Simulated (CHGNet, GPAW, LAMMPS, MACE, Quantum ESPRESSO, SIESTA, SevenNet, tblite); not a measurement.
## Codes compared on Cd23Hg13Se20S16 with crystalline order left by the classical run (72 atoms)

Wanted: errors and costs of other methods on Cd23Hg13Se20S16 with crystalline order left by the classical run (72 atoms). A plane-wave run serves as the reference.

Calculated with Quantum ESPRESSO 7.5; Kohn-Sham DFT, PBE, SSSP efficiency 1.3.0 pseudopotentials, plane waves.

## (1) The structure

The cell holds 72 atoms: 23 Cd, 13 Hg, 20 Se and 16 S. Cell: a = 12.494 Å, b = 12.494 Å, c = 12.494 Å, α = 90.0°, β = 90.0°, γ = 90.0°. 72 atoms (23 Cd, 13 Hg, 20 Se, 16 S) placed at random at 6.2 g/cm³, melted at 2500 K for 10 ps at fixed volume with the Stillinger-Weber II-VI potential (Zhou et al., Phys. Rev. B 88, 085309 (2013)). Quenched from 2500 K to 500 K at 5 K/ps and fixed volume, held 5 ps, then minimised at fixed cell.

## (2) The reference run

Contents of pw.in:

```
&control
  calculation = 'scf'
  pseudo_dir = './pseudo'
  outdir = './tmp'
  disk_io = 'none'
  tprnfor = .true.
  tstress = .true.
/
&system
  ibrav = 0
  nat = 72
  ntyp = 4
  ecutwfc = 60
  ecutrho = 480
  nosym = .true.
  occupations = 'smearing'
  smearing = 'fd'
  degauss = 0.003675
/
&electrons
  conv_thr = 3.6e-07
  electron_maxstep = 100
  mixing_beta = 0.4
  mixing_mode = 'plain'
  diagonalization = 'david'
/
ATOMIC_SPECIES
Cd 112.414 Cd.upf
Hg 200.592 Hg.upf
Se 78.971 Se.upf
S 32.060 S.upf
CELL_PARAMETERS angstrom
12.49410 0.00000 0.00000
0.00000 12.49410 0.00000
0.00000 0.00000 12.49410
ATOMIC_POSITIONS crystal
Cd 0.05686 0.66340 0.79474
Cd 0.79325 0.80862 0.34164
Cd 0.41832 0.58774 0.85398
Cd 0.73861 0.50379 0.23478
Cd 0.59513 0.40556 0.64103
Cd 0.41348 0.91000 0.28552
Cd 0.81756 0.24780 0.39835
Cd 0.14047 0.74753 0.40661
Cd 0.54955 0.00060 0.87964
Cd 0.26318 0.51598 0.57293
Cd 0.88050 0.55717 0.53398
Cd 0.62617 0.75200 0.05832
[... 56 atom lines left out ...]
S 0.89292 0.36249 0.25180
S 0.24311 0.97536 0.17213
S 0.61341 0.54704 0.78907
S 0.73843 0.62469 0.39853
K_POINTS gamma
```

On the command line:

```console
$ OMP_NUM_THREADS=1 pw.x -in pw.in > output.txt
```

Output:

```text
Program PWSCF
     gamma-point specific algorithms are used
     sticks:   dense  smooth     PW     G-vecs:    dense   smooth      PW
     Sum       21305   10653   2661              2337149   826081  103311
     bravais-lattice index     =            0
     lattice parameter (alat)  =      23.6104  a.u.
     unit-cell volume          =   13161.6863 (a.u.)^3
     number of atoms/cell      =           72
     number of atomic types    =            4
     number of electrons       =       752.00
     number of Kohn-Sham states=          451
     kinetic-energy cutoff     =      60.0000  Ry
     charge density cutoff     =     480.0000  Ry
     scf convergence threshold =      3.6E-07
     mixing beta               =       0.4000
[... lines left out ...]
     number of k points=     1  Fermi-Dirac smearing, width (Ry)=  0.0037
[... lines left out ...]
     total energy              =   -8100.95412186 Ry
[... lines left out ...]
     total energy              =   -8100.65375155 Ry
[... lines left out ...]
     total energy              =   -8102.41621329 Ry
[... lines left out ...]
     total energy              =   -8102.66180716 Ry
[... lines left out ...]
     total energy              =   -8102.66180819 Ry
[... lines left out ...]
   -56.7355 -56.7124 -56.7101 -56.6903 -56.6824 -56.6769 -56.6720 -56.6591
   -56.6424 -56.6025 -56.5479 -56.5376 -56.5333 -56.5273 -56.5228 -56.5195
   -56.5193 -56.5182 -56.5141 -56.5123 -56.5097 -56.5096 -56.5060 -56.5041
[...]
11.3009  11.3575  11.3705  11.4163  11.4856  11.5141  11.5677  11.6353
    11.6854  11.7290  11.7755  11.8142  11.8546  11.8922  11.9152  12.0059
    12.0493  12.0953  12.1201
     the Fermi energy is     6.4011 ev
!    total energy              =   -8102.66180831 Ry
     estimated scf accuracy    <       0.00000011 Ry
     smearing contrib. (-TS)   =      -0.00926335 Ry
     internal energy E=F+TS    =   -8102.65254496 Ry
     The total energy is F=E-TS. E is the sum of the following terms:
     one-electron contribution =   -4347.42337455 Ry
     hartree contribution      =    2522.12011197 Ry
     xc contribution           =   -2072.47412484 Ry
     ewald contribution        =   -4204.87515754 Ry
     convergence has been achieved in  17 iterations
     Forces acting on atoms (cartesian axes, Ry/au):
     atom    1 type  1   force =     0.00112772   -0.00262165   -0.00491815
     atom    2 type  1   force =     0.00415296    0.00591808   -0.00475698
     atom    3 type  1   force =     0.01330345    0.00866305   -0.00683809
[...]
atom   71 type  4   force =    -0.00419446   -0.01097421    0.00346023
     atom   72 type  4   force =    -0.00775350   -0.00914423    0.00298202
     Total force =     0.212204     Total SCF correction =     0.001458
     Computing stress (Cartesian axis) and pressure
          total   stress  (Ry/bohr**3)                   (kbar)     P=       16.97
  -0.00008856   0.00008653  -0.00001817          -13.03       12.73       -2.67
   0.00008653   0.00022972  -0.00008363           12.73       33.79      -12.30
  -0.00001817  -0.00008363   0.00020487           -2.67      -12.30       30.14
     Message from routine punch:
     Nothing written, as per user request (disk_io='none')
```

It took 48 min on 1 thread of Arm Neoverse V2, shared host; peak memory 6.6 GiB.

Banners, paths, timers and routine set-up lines are dropped from the logs unmarked, and long logs keep their key lines alone; longer cuts are marked.

Numbers from this run:

```
r.m.s. force component : 0.3712 eV/Å
longest force          : 2.729 eV/Å
pressure               : 1.697 GPa
```

## (3) Structure statistics

Density 6.20 g/cm³, 27.09 Å³ an atom.

Pair distribution functions g(r), in bins of 0.2 Å:

```
r (Å)  total  Cd-Cd  Cd-Se   Cd-S  Cd-Hg  Se-Se  Se-S
 2.40   0.20   0.00   0.00   1.03   0.42   0.00  0.00
 2.60   4.18   0.00   6.63  11.19   0.00   0.00  0.35
 2.80   1.52   0.00   5.31   0.27   0.31   0.00  0.00
 3.00   0.24   0.00   0.00   0.00   0.00   0.00  0.00
 3.20   0.09   0.00   0.00   0.00   0.00   0.77  0.00
 3.40   0.08   0.00   0.00   0.00   0.00   0.00  0.00
 3.60   0.19   0.00   0.00   0.00   0.61   0.31  0.18
 3.80   0.47   0.20   0.00   0.14   0.89   0.55  0.98
 4.00   1.70   2.36   0.11   0.53   3.07   1.94  3.16
 4.20   2.66   6.01   1.44   0.94   3.99   3.75  4.70
 4.40   1.88   2.92   2.01   0.65   2.01   2.85  2.52
 4.60   1.06   1.38   0.72   1.48   0.99   0.94  1.36
 4.80   1.19   0.75   1.10   1.27   1.13   1.34  1.05
 5.00   0.87   0.71   1.30   1.27   0.42   1.24  0.68
 5.20   0.72   0.11   0.87   0.78   0.67   0.72  0.45
 5.40   0.87   0.90   1.33   0.87   1.06   0.66  0.33
 5.60   0.69   0.28   0.81   1.01   0.50   0.61  0.54
 5.80   0.60   0.35   1.05   0.75   0.00   0.23  0.28
 6.00   0.70   0.08   0.98   1.05   0.50   0.10  0.54
```

Bonds by pair of elements; cutoffs follow the first minimum of g(r), held within bounds set by covalent radii, and pairs that aren't listed don't count as bonded:

```
pair A-B  cutoff (Å)  bonds  mean length (Å)  spread (Å)  shortest (Å)  B about A  A about B
   Cd-Se        3.23     51             2.69        0.08          2.55       2.22       2.55
    Cd-S        3.12     39             2.57       0.063          2.46       1.70       2.44
   Se-Hg        3.18     28             2.74       0.125          2.56        1.4       2.15
    S-Hg        3.08     20             2.58       0.045          2.51       1.25       1.54
```

How many atoms have how many bonded neighbours:

```
element  mean  3   4  5
     Cd  3.91  2  21  0
     Hg  3.69  4   9  0
      S  3.69  5  11  0
     Se  3.95  2  17  1
```

Rings of the network by King's shortest-path rule, up to 12 atoms, one path for each pair of neighbours; H, halogens, alkali and alkaline-earth atoms are left out, and the last column divides by all other atoms, bonded or not:

```
ring size (atoms)  rings  per network atom
                4      1             0.014
                6    105              1.46
                8     15             0.208
               10      1             0.014
```

## (4) What was run beside it

The programs:
- CHGNet: machine-learned potential, published weights.
- GPAW 26.7.0: PAW with atomic orbitals (LCAO), plane waves or a real-space grid of spacing h.
- MACE: machine-learned potential, published weights.
- Quantum ESPRESSO 7.5: plane waves; labels (QE) give functional, pseudopotential set and cutoffs of waves/density.
- SIESTA 5.4.2: numerical atomic orbitals, whose automatically made sets are far from complete, with PseudoDojo norm-conserving potentials that we converted to its format (checked against plane waves on the same files for H, C, O, Si, Ge and Ca alone); labels give functional, basis size, energy shift and mesh cutoff.
- SevenNet: machine-learned potential, published weights.
- tblite 0.8.0: extended tight binding, driven from Python.

All use the same cell and atoms; the electronic-structure runs use the same k-mesh, and an electronic temperature of 580 K (0.05 eV) where levels are smeared.

Differences are against the plane-wave reference, forces as r.m.s. over components; share is that over the reference's r.m.s. force, slope the least-squares factor from reference forces to these. Total energies of different programs have different zeros and aren't compared.

```
                                                 run  Δ force, r.m.s. (meV/Å)  share (%)  slope  Δ pressure (GPa)  cores  CPU time  memory (GiB)
                                           reference                        -          -      -                 -      1    48 min           6.6
                             CHGNet r2SCAN potential                      225       60.5  0.479             -1.82      1     3.1 s          0.61
                         GPAW LDA, LCAO dzp, h 0.2 Å                     71.1       19.2  0.888                 -      1   4.1 min           2.0
                         GPAW PBE, LCAO dzp, h 0.2 Å                     50.6       13.6  1.064                 -      1   4.5 min           2.0
           GPAW PBE, LCAO szp(dzp), h 0.2 Å (coarse)                     73.0       19.7  1.078                 -      1   2.9 min           1.9
                    GPAW PBE, grid h 0.24 Å (coarse)                     42.5       11.5  0.994                 -      4    42 min           4.0
                        GPAW PBE, plane waves 350 eV                     29.4       7.91  0.996             -2.97      4    15 min           2.3
                        MACE MP-0b3 medium potential                      107       28.9  0.949            0.0158      1     7.5 s          0.78
   QE PBE, sssp-1.3.0-efficiency, 25/200 Ry (coarse)                     28.8       7.76  1.011             -93.3      4    14 min           2.2
 SIESTA PBE, DZ, shift 0.01 Ry, mesh 300 Ry (coarse)                      223       60.2  1.264             -1.05      1     2 min          0.82
SIESTA PBE, DZP, shift 0.01 Ry, mesh 150 Ry (coarse)                      112       30.1  1.064             -2.29      2   1.8 min          0.74
         SIESTA PBE, DZP, shift 0.01 Ry, mesh 300 Ry                      112       30.1  1.063             -2.48      2   3.7 min           1.4
 SIESTA PBE, SZ, shift 0.02 Ry, mesh 300 Ry (coarse)                     1257        339  0.818             -5.63      1   1.9 min          0.65
SIESTA PBE, SZP, shift 0.01 Ry, mesh 300 Ry (coarse)                      668        180  0.653             -7.81      1   2.6 min           1.0
         SIESTA PBE, TZP, shift 0.01 Ry, mesh 300 Ry                      112       30.1  1.057             -2.90      2   5.6 min           1.6
                                SevenNet 0 potential                      107       28.9  0.928             0.197      1     7.1 s          0.71
                                     tblite GFN1-xTB                      217       58.6  0.727             -1.71      1     3.5 s          0.12
```

Rows marked coarse were listed beforehand as settings not expected to be converged; some can still land near the reference.

Times of the machine-learned potentials are mostly Python's start and the loading of weights.

CPU time is summed over cores on a shared host, where runs went side by side, so it is rough. Symmetry, cutoffs, thresholds, outputs and thread counts weren't matched or tuned between programs; memory under MPI is the largest rank's times the ranks.

Mean charges by element (e), by run and scheme:

```
                                        run     scheme     Cd     Hg     Se      S
SIESTA PBE, DZP, shift 0.01 Ry, mesh 300 Ry  Hirshfeld  +0.29  +0.69  -0.43  -0.44
SIESTA PBE, TZP, shift 0.01 Ry, mesh 300 Ry  Hirshfeld  +0.30  +0.68  -0.43  -0.44
                            tblite GFN1-xTB   Mulliken  +0.26  +0.01  -0.10  -0.26
```

Within one program, basis, potentials and functional, energies share a zero. Each run against its twin at the usual cutoff or grid and solver:

```
                                        run                              twin  Δ energy (meV/atom)  Δ force, r.m.s. (meV/Å)         CPU time over the twin's
   QE PBE, sssp-1.3.0-efficiency, 25/200 Ry  sssp-1.3.0-efficiency, 60/480 Ry                 3156                     28.8  0.30 (this twin ran on 1 cores)
SIESTA PBE, DZP, shift 0.01 Ry, mesh 150 Ry   DZP, shift 0.01 Ry, mesh 300 Ry                -18.1                     18.2                              0.5
```

## (5) Summary of results

```yaml
reference_r_m_s_force_component: 0.371 eV/Å
nearest_in_forces: QE PBE, sssp-1.3.0-efficiency, 25/200 Ry (coarse), 7.8 %
farthest_in_forces: SIESTA PBE, SZ, shift 0.02 Ry, mesh 300 Ry (coarse), 339 %
cheapest_electronic_structure_run_beside_the_reference: tblite GFN1-xTB, 3.5 s of CPU time
```

In words: PBE on plane waves or a grid with other potentials, cutoffs or grids, coarse settings apart, differs from the reference by 7.9 % (GPAW PBE, plane waves 350 eV) of the r.m.s. force; potentials, valence shells or grid differ, and the table alone doesn't part them. The PBE runs in local orbitals, coarse settings apart, differ by 14 % (GPAW PBE, LCAO dzp, h 0.2 Å) to 30 % (SIESTA PBE, DZP, shift 0.01 Ry, mesh 300 Ry); basis, grid and potentials can all enter. Tight binding differs by 59 % (tblite GFN1-xTB); it is another model, with fitted parameters of its own, and the xTB methods hold dispersion. Machine-learned potentials differ by 29 % (MACE MP-0b3 medium potential) to 61 % (CHGNet r2SCAN potential); they were trained on other programs' data, some at another functional. Rows with another functional or a dispersion term differ by 19 % (GPAW LDA, LCAO dzp, h 0.2 Å), which mixes the change of model with differences of basis and potentials. Runs with settings chosen to be coarse differ by 7.8 % (QE PBE, sssp-1.3.0-efficiency, 25/200 Ry) to 339 % (SIESTA PBE, SZ, shift 0.02 Ry, mesh 300 Ry), their programs' other errors included. Of the electronic-structure runs that take under half the reference's CPU time, QE PBE, sssp-1.3.0-efficiency, 25/200 Ry is among the nearest, at 7.8 % in 14 min against 48 min; its pressure misses by -93.3 GPa. In pressure, QE PBE, sssp-1.3.0-efficiency, 25/200 Ry misses by -93.3 GPa, at the same functional; a cutoff this low leaves a large Pulay stress. Charges hang on model, scheme and program or settings: among these rows the mean for Hg runs from +0.01 to +0.69 e. In the reference: levels near the Fermi energy are neither full nor empty under the smearing, so no gap is quoted. In the reference: first main peaks of g(r), for some of the pairs, lie near 4.2 Å (Cd-Cd), 2.7 Å (Cd-Se), 2.6 Å (Cd-S), 4.2 Å (Cd-Hg), 4.2 Å (Se-Se) and 4.1 Å (Se-S). Periodic xTB results under one method name differ between programs and library versions. The potentials hold different valence shells: 752 electrons in the reference, 726 in GPAW and 1136 in SIESTA; this bears on time and differences. The reference's pressure holds the uncorrected Pulay stress of its 60 Ry basis, so small pressure differences, and their order, may be the reference's own error. Machine-learned potentials mimic data converged in k, so the reference's own k-point error enters their differences. The quench rate of 5 K/ps is many orders above laboratory rates, so the cell is likely richer in defects and strain than a real sample. The network of bonds at the start is that of the classical potential that made the cell, and needn't be the one that DFT or experiment would give. The reference's stress is far from hydrostatic: its diagonal is -1.3, 3.4, 3.0 GPa, compression counted positive. The reference's pressure of 1.7 GPa belongs to a cell and atoms that aren't relaxed at this level. The electronic-structure runs sample only Γ, in a cell whose shortest periodic width is 12 Å, which is coarse for a cell with partly filled levels. Spin–orbit coupling is left out, which matters for the levels of the heavy elements.

[Also dropped from logs without a mark: logging warnings of Python, and SIESTA's first energy breakdown and zero terms.]

[Logs are printed without paths, hosts, clocks, repeated set-up lines and the standing remarks that a program may print on its own settings, such as how far it seeks lower states.]

[Hosts, paths, dates, database ids (printed as entryN), source tags and the programs' standing remarks are cut or masked in the printed files.]
